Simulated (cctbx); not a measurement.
# Accept or mend?

Cell a = 7.1310 Å, b = 7.1310 Å, c = 3.7320 Å, α = 90.00°, β = 90.00°, γ = 120.00°; space group P-62m (no. 189). The compound is SmTiNi.

The data are simulated with cctbx, not measured: Cu Kα, λ = 1.54184 Å, to d = 0.83 Å, 50 % of the full sphere, strongest reflection 5000 counts, noise from counting, a 4 % proportional error and a noise floor of 15 counts (s.d.); no absorption.

An isotropic refinement with weights 1/σ² prints:

```text
Rint 0.051, 131 unique reflections to 0.83 A
cycle     R1     wR2    GooF  max shift (A)
   1  0.3805  0.6700  17.441   0.67749
   3  0.0179  0.0375   0.976   0.00025
final R1 0.0179 wR2 0.0375 GooF 0.976  parameters 6  data/parameter 21.8
atom        x        y        z      Ueq    occ   su(xyz)  su(Uiso or U11)
Sm1    0.00000  0.58667  0.00000   0.0032  1.000  0.00012  0.0002
Ni1    0.66667  0.33333  0.50000   0.0045  1.000  0.00000  0.0007
Ni2    0.00000  0.00000  0.00000   0.0025  1.000  0.00000  0.0009
Ti1    0.24277  0.00000  0.50000   0.0088  1.000  0.00041  0.0006
difference map: max 1.01 min -0.86 rms 0.22
Q1    0.0000  0.4738  0.0000    3    1.01  0.81 A from Sm1
Q2    0.0000  0.9250  0.5000    3    0.89  1.54 A from Ti1
Q3    0.0000  0.6738  0.0000    3    0.64  0.62 A from Sm1
Q4    0.3333  0.6667  0.0943    4    0.60  1.51 A from Ni1
Q5    0.0000  0.8079  0.2429    6    0.59  1.64 A from Ni2
Q6    0.0000  0.4909  0.5000    3    0.58  1.77 A from Ti1
```

**Question.** Can this result stand? If not, what is the likely fault?

It can stand. The set-up had a fault (start far from the minimum), but the refinement still reached the right minimum: R1 = 0.0179, wR2 = 0.0375, GooF = 0.98 against R1 = 0.0179, wR2 = 0.0375, GooF = 0.98 for the right model.

The compound is SmTiNi. The right model at the same level gives:

```text
Rint 0.051, 131 unique reflections to 0.83 A
cycle     R1     wR2    GooF  max shift (A)
   1  0.1391  0.2852   7.424   0.03615
   2  0.0179  0.0375   0.976   0.00000
final R1 0.0179 wR2 0.0375 GooF 0.976  parameters 6  data/parameter 21.8
atom        x        y        z      Ueq    occ   su(xyz)  su(Uiso or U11)
Sm1    0.00000  0.58667  0.00000   0.0032  1.000  0.00012  0.0002
Ni1    0.66667  0.33333  0.50000   0.0045  1.000  0.00000  0.0007
Ni2    0.00000  0.00000  0.00000   0.0025  1.000  0.00000  0.0009
Ti1    0.24277  0.00000  0.50000   0.0088  1.000  0.00041  0.0006
difference map: max 1.01 min -0.86 rms 0.22
Q1    0.0000  0.4738  0.0000    3    1.01  0.81 A from Sm1
Q2    0.0000  0.9250  0.5000    3    0.89  1.54 A from Ti1
Q3    0.0000  0.6738  0.0000    3    0.64  0.62 A from Sm1
Q4    0.3333  0.6667  0.0943    4    0.60  1.51 A from Ni1
Q5    0.0000  0.8079  0.2429    6    0.59  1.64 A from Ni2
Q6    0.0000  0.4909  0.5000    3    0.58  1.77 A from Ti1
```

The model is made up (kin elements in a known structure type, no relaxation), so it says nothing on whether the phase exists.

[Middle refinement cycles are left out of these outputs.]

[Logs are printed without paths, hosts, clocks, repeated set-up lines and the standing remarks that a program may print on its own settings, such as how far it seeks lower states.]
